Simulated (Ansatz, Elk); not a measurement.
**Mg2MnCdN: X-ray structure factors from the self-consistent density**

Structure refinements treat a crystal as free atoms side by side. For a made-up structure of Mg2MnCdN (cell and positions from a PBE relaxation) the runs below show what the calculated density changes in F(hkl).

Calculated with Elk 11.2.3 (patched build); DFT, PBE, all-electron APW+lo, Dirac cores, scalar-relativistic bands, static density, ferromagnetic start.

This account leaves out most program logs.

The structure was built from a prototype and need not be the compound's stable phase.

## 1. Starting point

Symmetry: P4/mmm, No. 123, tetragonal system. Conventional cell: a = 4.166 Å, b = 4.166 Å, c = 4.924 Å, α = 90.00°, β = 90.00°, γ = 90.00°. Cd has 2 N at 2.46 Å nearest. Nearest to Mn lie 4 Cd at 2.95 Å. Nearest to Mg lie 2 N at 2.08 Å. Nearest to N lie 4 Mg at 2.08 Å and 2 Cd at 2.46 Å. Farther neighbours and most contacts between anions are not listed.

## 2. Ground state and structure factors

An all-electron density is needed, since X-rays see the cores too. Task 0 finds the density and task 195 Fourier-transforms it; tshift is off so that phases refer to the origin typed.

elk.in

```
tasks
  0
  195
  196

xctype
  20

spinpol
  .true.

rgkmax
  7.0

gmaxvr
  14.0

lmaxo
  7

lmaxapw
  8

swidth
  0.002

tshift
  .false.

ramdisk
  .false.

hmaxvr
  5.5

maxscl
  120

epspot
  1e-06

reducebf
  0.8

sppath
  './'

avec
  7.87204411262 -0.00000000000 0.00000000000
  -0.00000000000 7.87204411262 -0.00000000000
  0.00000000000 -0.00000000000 9.30549158199

atoms
  4
  'Cd.in'
  1
  0.5000000000 0.5000000000 0.0000000000   0.000000 0.000000 0.000000
  'Mn.in'
  1
  0.0000000000 0.0000000000 0.0000000000   0.000000 0.000000 -0.200000
  'Mg.in'
  2
  -0.0000000000 0.5000000000 0.5000000000   0.000000 0.000000 0.000000
  0.5000000000 0.0000000000 0.5000000000   0.000000 0.000000 0.000000
  'N.in'
  1
  0.5000000000 0.5000000000 0.5000000000   0.000000 0.000000 0.000000

ngridk
  5 5 4
```

On the command line:

```
$ OMP_NUM_THREADS=4 elk
```

Run time: 2.8 min. Hardware: 4 threads of Arm Neoverse V2, shared host; peak memory 0.46 GiB.

SFACRHO.OUT:

```text

h k l indices transformed by vhmat matrix:
   1.000000000       0.000000000       0.000000000    
   0.000000000       1.000000000       0.000000000    
   0.000000000       0.000000000       1.000000000    

      h      k      l  multipl.   |H|            Re(F)            Im(F)           |F|

      0      0      0      1   0.0000000       104.00000     -0.74895677E-17   104.00000    
      0      0      1      2  0.67521262       40.039916     -0.74696223E-14   40.039916    
      0      1      0      4  0.79816439      -27.819805     -0.18273886E-13   27.819805    
      0      1      1      8   1.0454561      -15.225322     -0.74212956E-14   15.225322    
      1     -1      0      4   1.1287749       47.803468     -0.96584090E-14   47.803468    
      1     -1      1      8   1.3153117       70.478020     -0.42844210E-14   70.478020    
      0      0      2      2   1.3504252       79.836566      0.13393115E-13   79.836566    
      0      1     -2      8   1.5686665      -23.202137     -0.18509929E-13   23.202137    
     -2      0      0      4   1.5963288       74.490590     -0.31061804E-13   74.490590    
      2      0      1      8   1.7332564       32.734136      0.43706341E-14   32.734136    
     -1     -1      2      8   1.7600514       39.904731     -0.21950469E-13   39.904731    
      1      2      0      8   1.7847498      -21.650533     -0.51414435E-13   21.650533    
     -1      2     -1     16   1.9082044      -14.434345     -0.17624073E-13   14.434345    
      0      0     -3      2   2.0256378       30.530585     -0.59486645E-14   30.530585    
     -2      0      2      8   2.0909122       65.424894     -0.20091411E-13   65.424894    
      0      1      3      8   2.1772173      -13.768418      0.53493368E-14   13.768418    
      2      1      2     16   2.2380751      -19.508024     -0.48622621E-13   19.508024    
     -2     -2      0      4   2.2575498       62.541707     -0.52936657E-13   62.541707
```

Elk indexes on the primitive cell of elk.in and gives |H| = 4π sin θ/λ in inverse bohr. Below, one row stands for each form hkl of the conventional cell (m members, Friedel mates merged), F is for one primitive cell and the density is static (no thermal factor). Free-atom factors are Waasmaier and Kirfel's, and R is Σm||F|−|F'||/Σm|F|.

```
hkl   m  sin θ/λ (Å⁻¹)  abs F, DFT  neutral atoms   diff.
001   2          0.102      40.040         40.228  -0.188
100   4          0.120      27.820         27.696  +0.124
101   8          0.157      15.225         15.728  -0.502
110   4          0.170      47.803         47.495  +0.308
111   8          0.198      70.478         71.094  -0.616
002   2          0.203      79.837         79.559  +0.277
102   8          0.236      23.202         23.008  +0.194
200   4          0.240      74.491         74.631  -0.140
201   8          0.261      32.734         32.863  -0.129
112   8          0.265      39.905         39.923  -0.018
210   8          0.268      21.651         21.771  -0.120
211  16          0.287      14.434         14.384  +0.050
003   2          0.305      30.531         30.726  -0.195
202   8          0.314      65.425         65.464  -0.039
```

## 3. The magnetisation density

The same run holds the spin density, and task 196 transforms it. The order is that of the start, and no other was tried.

SFACMAG_1.OUT:

```text

h k l indices transformed by vhmat matrix:
   1.000000000       0.000000000       0.000000000    
   0.000000000       1.000000000       0.000000000    
   0.000000000       0.000000000       1.000000000    

      h      k      l  multipl.   |H|            Re(F)            Im(F)           |F|

      0      0      0      1   0.0000000       3.8866043     -0.66358572E-19   3.8866043    
      0      0      1      2  0.67521262       3.6070996      0.20899953E-16   3.6070996    
      0      1      0      4  0.79816439       3.3878704     -0.26954343E-16   3.3878704    
      0      1      1      8   1.0454561       3.1542471      0.15952951E-16   3.1542471    
      1     -1      0      4   1.1287749       2.9552508     -0.25521577E-16   2.9552508    
      1     -1      1      8   1.3153117       2.6074039     -0.18362565E-16   2.6074039    
      0      0      2      2   1.3504252       2.4252074     -0.42592349E-16   2.4252074    
      0      1     -2      8   1.5686665       2.0746859     -0.24863011E-16   2.0746859    
     -2      0      0      4   1.5963288       2.0980912     -0.28829243E-16   2.0980912    
      2      0      1      8   1.7332564       1.8820201     -0.25321067E-16   1.8820201    
     -1     -1      2      8   1.7600514       1.8838649      0.85936540E-17   1.8838649    
      1      2      0      8   1.7847498       1.7479300     -0.66983683E-16   1.7479300    
     -1      2     -1     16   1.9082044       1.6567004     -0.96105694E-17   1.6567004    
      0      0     -3      2   2.0256378       1.4853672     -0.51012340E-16   1.4853672    
     -2      0      2      8   2.0909122       1.4704000     -0.23665112E-16   1.4704000    
      0      1      3      8   2.1772173       1.3001317     -0.59235020E-17   1.3001317
```

The total moment is 3.89 μB a cell; sphere moments: Cd1 -0.06, Mn2 +3.91, Mg3 -0.02, Mg4 -0.02, N5 +0.04 μB. Polarised neutrons measure spin and orbital magnetisation together; without spin-orbit coupling the run gives the spin part. With nearly all of the moment on one atom, abs F_M/F_M(0) is close to a form factor, set here beside ⟨j0⟩ of the free Mn2+ ion, taken for comparison since the valence isn't defined:

```csv
hkl,sin θ/λ (Å⁻¹),abs F_M (μB),F_M/F_M(0),⟨j0⟩
001,0.102,3.607,0.928,0.893
100,0.120,3.388,0.872,0.855
101,0.157,3.154,0.812,0.768
110,0.170,2.955,0.760,0.736
111,0.198,2.607,0.671,0.664
002,0.203,2.425,0.624,0.650
102,0.236,2.075,0.534,0.566
200,0.240,2.098,0.540,0.556
201,0.261,1.882,0.484,0.505
112,0.265,1.884,0.485,0.495
210,0.268,1.748,0.450,0.487
211,0.287,1.657,0.426,0.444
003,0.305,1.485,0.382,0.405
202,0.314,1.470,0.378,0.385
```

## 4. The highest occupied states alone

An energy window below the Fermi level keeps the highest occupied states, to see at which angles they scatter; shallow core shells can lie inside it and anion s states outside. No new self-consistency is needed.

elk.in: that of step 2 with these lines changed.

```diff
@@ -1,5 +1,3 @@
 tasks
-  0
   195
-  196
 
@@ -44,2 +42,5 @@
 
+wsfac
+  -0.178010 0.489480
+
 sppath
```

On the command line:

```
$ OMP_NUM_THREADS=4 elk
```

The job ended after 10 s (4 threads; peak memory 0.22 GiB).

States within 10 eV below the Fermi level hold 26.00 electrons; any levels below the window count with the cores. Their amplitudes can exceed the total, where window and core parts have opposite phase:

```csv
hkl,sin θ/λ (Å⁻¹),"abs F, window","abs F, all"
001,0.102,10.271,40.040
100,0.120,6.608,27.820
101,0.157,0.846,15.225
110,0.170,12.465,47.803
111,0.198,6.743,70.478
002,0.203,10.715,79.837
102,0.236,3.547,23.202
200,0.240,8.188,74.491
201,0.261,4.994,32.734
112,0.265,7.273,39.905
```

## 5. Another functional

The difference from free atoms is small, so it is set against the change that LDA (Perdew-Wang) makes.

elk.in: that of step 4 with these lines changed.

```diff
@@ -1,6 +1,8 @@
 tasks
+  0
   195
+  196
 
 xctype
-  20
+  3
 
@@ -42,5 +44,2 @@
 
-wsfac
-  -0.178010 0.489480
-
 sppath
```

On the command line:

```
$ OMP_NUM_THREADS=4 elk
```

Run time: 91 s. Hardware: 4 threads; peak memory 0.29 GiB; 5 min of CPU time.

Against the first run R = 0.05 %; the largest change is -0.068 at 202. The moment goes from 3.89 to 3.85 μB.

## 6. Basis size

The basis and the expansions that go with it are enlarged, to see whether the differences are converged.

elk.in: that of step 5 with these lines changed.

```diff
@@ -6,3 +6,3 @@
 xctype
-  3
+  20
 
@@ -12,12 +12,12 @@
 rgkmax
-  7.0
+  8.5
 
 gmaxvr
-  14.0
+  18.0
 
 lmaxo
-  7
+  9
 
 lmaxapw
-  8
+  10
```

On the command line:

```
$ OMP_NUM_THREADS=4 elk
```

It took 5.2 min on 4 threads; peak memory 0.79 GiB; 17 min of CPU time.

Against the first run R = 0.01 %; the largest change is +0.010 at 220. The moment goes from 3.89 to 3.88 μB.

## 7. Settings against the effect

| run | R against the first run (%) | R against neutral atoms, low angle (%) | wall time |
| --- | --- | --- | --- |
| PBE, rgkmax 7 | 0.00 | 0.62 | 2.8 min |
| LDA (Perdew-Wang) | 0.05 | 0.62 | 91 s |
| rgkmax 8.5 with larger expansions | 0.01 | 0.61 | 5.2 min |

## 8. Summary of results

| Property | Result |
| --- | --- |
| R against neutral atoms, sin θ/λ < 0.3 Å⁻¹ | 0.62 % |
| R against neutral atoms, 0.3 to 0.82 Å⁻¹ | 0.20 % |
| magnetic form factor over free-ion ⟨j0⟩, 0.12 to 0.35 Å⁻¹ | 0.97 |

What this shows: Independent neutral atoms miss the calculated amplitudes by R = 0.62 % below 0.3 Å⁻¹ and 0.20 % from there to 0.82 Å⁻¹; by shells, 0.46 % below 0.15 Å⁻¹ (2 forms), 0.63 % 0.15 to 0.3 (10 forms), 0.22 % 0.3 to 0.45 (21 forms), 0.20 % above 0.45 (116 forms). Bonding, aspherical density and the tables' own atoms all enter these figures, and the runs don't part them. The largest change of an amplitude is -0.62 electrons, at 111. The magnetic order is that of the start. No other order was tried here, and an antiferromagnetic one would change or move the magnetic intensity. Between 0.12 and 0.35 Å⁻¹ the magnetic form factor is 0.97 times the free-ion one. The sphere holds 3.91 of the 3.89 μB; that share, the choice of ion, the size of the d shell and its asphericity all move this ratio. The window's part falls from 26.0 electrons at the origin to at most 1.48 between 0.45 and 0.82 Å⁻¹, where compact states inside the window still scatter. Below 0.3 Å⁻¹ the changes that finished (LDA (Perdew-Wang) and rgkmax 8.5 with larger expansions) move F by R = 0.05 % at most, against the 0.62 % that separates it from free atoms. The magnetic factors move by R = 2.3 % (LDA (Perdew-Wang)) and 0.1 % (rgkmax 8.5 with larger expansions), so they aren't settled to better than that. The k-mesh has no finished test. Part of the difference isn't bonding: the tables are fits to free atoms and ions calculated by other methods than this functional. Thermal motion, anomalous dispersion and extinction are left out.

[Logs are printed without paths, hosts, clocks, repeated set-up lines and the standing remarks that a program may print on its own settings, such as how far it seeks lower states.]

[Hosts, paths, dates, database ids (printed as entryN), source tags and the programs' standing remarks are cut or masked in the printed files.]
